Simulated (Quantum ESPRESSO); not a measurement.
Consider Nd2SO2 (P-3m1).

```
Nd S O
1.0
     3.94600    0.00000    0.00000
    -1.97300    3.41734    0.00000
     0.00000    0.00000    6.79000
Nd S O
2 1 2
Direct
  0.66667 0.33333 0.71000
  0.33333 0.66667 0.29000
  0.00000 0.00000 0.00000
  0.66667 0.33333 0.36000
  0.33333 0.66667 0.64000
```

Absorber: atom 4, with 3 Nd at 2.33 Å and 1 Nd at 2.38 Å (distorted tetrahedral, site symmetry 3m). Method: Quantum ESPRESSO XSpectra, LDA, full core hole (charged cell), 15-atom cell with 6.8 Å between holes, 4×4×4 k points, dipole transitions, Lorentzian half width 0.3 eV up to 4 eV, rising linearly to 2.5 eV at 25 eV (counted from xe0, 0.8 eV below the zero used here), without spin-orbit coupling.

Q: Predict the near-edge structure at the O K edge.

Main maxima up to 24 eV above the zero (height): 1.0 eV (1.45), 3.6 eV (1.72), 4.7 eV (1.96) and 10.3 eV (0.93). A K edge sees empty p states on the absorber. The total-energy difference plus the lowest empty eigenvalue puts the zero at 534.26 eV. One term is added: -8.83 eV, since the hole is spin-paired here and a spin-polarised one costs that much less in the free atom (computed apart). The photon energy is then 525.43 eV. The functional and the charged cell's background leave an error in such absolute values: in the free atom LDA prices this hole 4.1 eV below PBE (computed apart), and PBE is itself good to a few eV.

The O K spectrum (energy from the lowest empty level; intensity scaled to a mean of 1 over the first 20 eV; the points at xe0, where the cut of filled states can leave a spike, are interpolated; polarised curves are means over the symmetry-equivalent atoms):

```csv
E (eV),isotropic,ε ⊥ c,ε ∥ c
-2.00,0.05,0.05,0.04
-1.25,0.08,0.08,0.06
-0.50,0.15,0.18,0.09
0.25,0.55,0.71,0.21
1.00,1.44,1.82,0.68
1.75,0.71,0.63,0.88
2.50,1.39,0.94,2.28
3.25,1.64,1.41,2.10
4.00,1.69,1.65,1.78
4.75,1.95,2.25,1.35
5.50,1.30,1.41,1.09
6.25,1.00,1.14,0.74
7.00,0.89,0.92,0.83
7.75,0.87,0.82,0.96
8.50,0.84,0.78,0.98
9.25,0.89,0.84,0.99
10.00,0.92,0.92,0.93
10.75,0.92,0.96,0.85
11.50,0.92,0.97,0.84
12.25,0.90,0.92,0.85
13.00,0.86,0.88,0.84
13.75,0.84,0.85,0.81
14.50,0.80,0.82,0.77
15.25,0.79,0.81,0.77
16.00,0.80,0.81,0.79
16.75,0.80,0.79,0.82
17.50,0.79,0.77,0.84
18.25,0.79,0.76,0.86
19.00,0.79,0.76,0.84
19.75,0.77,0.76,0.81
20.50,0.76,0.76,0.77
21.25,0.76,0.77,0.73
22.00,0.76,0.79,0.70
22.75,0.76,0.79,0.69
23.50,0.76,0.79,0.69
24.25,0.75,0.78,0.70
25.00,0.75,0.78,0.70
25.75,0.75,0.77,0.71
26.50,0.74,0.76,0.71
27.25,0.74,0.75,0.71
28.00,0.72,0.73,0.70
28.75,0.71,0.72,0.69
29.50,0.69,0.69,0.68
30.25,0.67,0.66,0.68
31.00,0.65,0.63,0.68
31.75,0.63,0.60,0.68
```

The run has no spin polarisation, although Nd can carry a moment. Lanthanide 4f electrons are frozen in the core. The structure is a published determination, not relaxed.

[Banner, clock and machine lines of the logs are left out without a mark of their own.]

[Logs are printed without paths, hosts, clocks, repeated set-up lines and the standing remarks that a program may print on its own settings, such as how far it seeks lower states.]

[Hosts, paths, dates, database ids (printed as entryN), source tags and the programs' standing remarks are cut or masked in the printed files.]

[Lists of maxima count a maximum above −3 eV only where it reaches 4 % of the highest in the window and stands out from its surroundings by 2 % of it (1.5 % where it reaches 55 %); shoulders and weaker maxima are passed over, and of the rest the first, up to two pre-edge ones and the few strongest are named.]
